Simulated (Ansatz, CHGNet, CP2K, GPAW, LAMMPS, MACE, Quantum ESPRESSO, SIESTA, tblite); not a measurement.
# What went wrong? GPAW on liquid mixture of dimethylformamide and H2O at 300 K (102 atoms)

Program: GPAW 26.7.0, a calculation on a cell of 15 C, 5 N, 19 O and 63 H, 10.4 Å³ an atom.

run.py

```python
import numpy as np
from ase.io import read
from gpaw import GPAW, FermiDirac

atoms = read("structure.xyz")
atoms.calc = GPAW(
    mode="lcao",
    basis="dzp",
    h=0.18,
    xc="PBE",
    kpts={"size": (1, 1, 1), "gamma": True},
    occupations=FermiDirac(0.05),
    maxiter=60,
    symmetry={"point_group": False},
    nbands=65,
    txt="gpaw.txt",
)
energy = atoms.get_potential_energy(force_consistent=True)
forces = atoms.get_forces()
print(f"energy {energy:.6f} eV")
print("forces (eV/A)")
for i, (a, f) in enumerate(zip(atoms, forces)):
    print(f"{i:4d} {a.symbol:2s} {f[0]:10.5f} {f[1]:10.5f} {f[2]:10.5f}")
print(f"Fermi level {atoms.calc.get_fermi_level():.4f} eV")
for k in range(len(atoms.calc.get_ibz_k_points())):
    for s in range(atoms.calc.get_number_of_spins()):
        e = atoms.calc.get_eigenvalues(kpt=k, spin=s)
        n = np.searchsorted(e, atoms.calc.get_fermi_level())
        print(f"k {k} spin {s} levels about the Fermi level:", np.round(e[max(n - 6, 0):n], 4).tolist(), "|", np.round(e[n:n + 6], 4).tolist())
```

structure.xyz

```xyz
102
Lattice="10.18782 0.00000 0.00000 0.00000 10.18782 0.00000 0.00000 0.00000 10.18782" Properties=species:S:1:pos:R:3 pbc="T T T"
C 8.11093 5.56306 4.32055
N 9.14764 4.78573 3.60751
C 8.68196 4.13564 2.39852
C 0.29321 4.89606 3.97732
O 0.91935 5.65078 4.69098
H 8.52812 6.35985 4.91267
H 7.53491 6.06909 3.55942
H 7.59278 4.78848 4.85969
H 9.58012 3.81829 1.86030
H 8.10889 3.24268 2.65596
[... 88 atom lines left out ...]
H 4.60357 5.48696 7.31210
O 2.56916 9.92620 5.72423
H 2.55225 9.27621 6.48394
H 3.41689 9.81148 5.20628
```

Launch:

```
$ OMP_NUM_THREADS=1 python run.py > output.txt
```

Output:

```text
ValueError: Too few bands!  Electrons: 262.0, bands: 65
```

gpaw.txt:

```text
Input parameters:
  mode=LCAO(),
  basis={'default': 'dzp'},
  h=0.18,
  kpts=MonkhorstPack(size=(1, 1, 1), gamma=True),
  maxiter=60,
  nbands=65,
  occupations=Occupations(name='fermi-dirac', width=0.05, fixmagmom=False),
  symmetry=Symmetry(point_group=False),
  xc=XC(name='PBE')
timing:  # [seconds]
  Total: 0.119  # ━━━━━━━━━━━━━━━━━━━━━━━━━━━━━━━━━━━━━━━━━━━━━━━━━━━━━━━━━━━
  Init:  0.099  # ━━━━━━━━━━━━━━━━━━━━━━━━━━━━━━━━━━━━━━━━━━━━━━━━╸
```

Elapsed: 1.3 s, on 1 thread of Arm Neoverse V2, shared host; peak memory 0.16 GiB.

Banners, paths, timers and routine set-up lines are dropped from the logs unmarked, and long logs keep their key lines alone; longer cuts are marked.

**Question.** Which part of the input is at fault, and how is it mended?

Too few bands: bands 65. Mend: ask for at least half as many bands as electrons, and some more for the smearing.

The program stopped at the start.

[Also dropped from logs without a mark: logging warnings of Python, and SIESTA's first energy breakdown and zero terms.]

[Logs are printed without paths, hosts, clocks, repeated set-up lines and the standing remarks that a program may print on its own settings, such as how far it seeks lower states.]

[Hosts, paths, dates, database ids (printed as entryN), source tags and the programs' standing remarks are cut or masked in the printed files.]
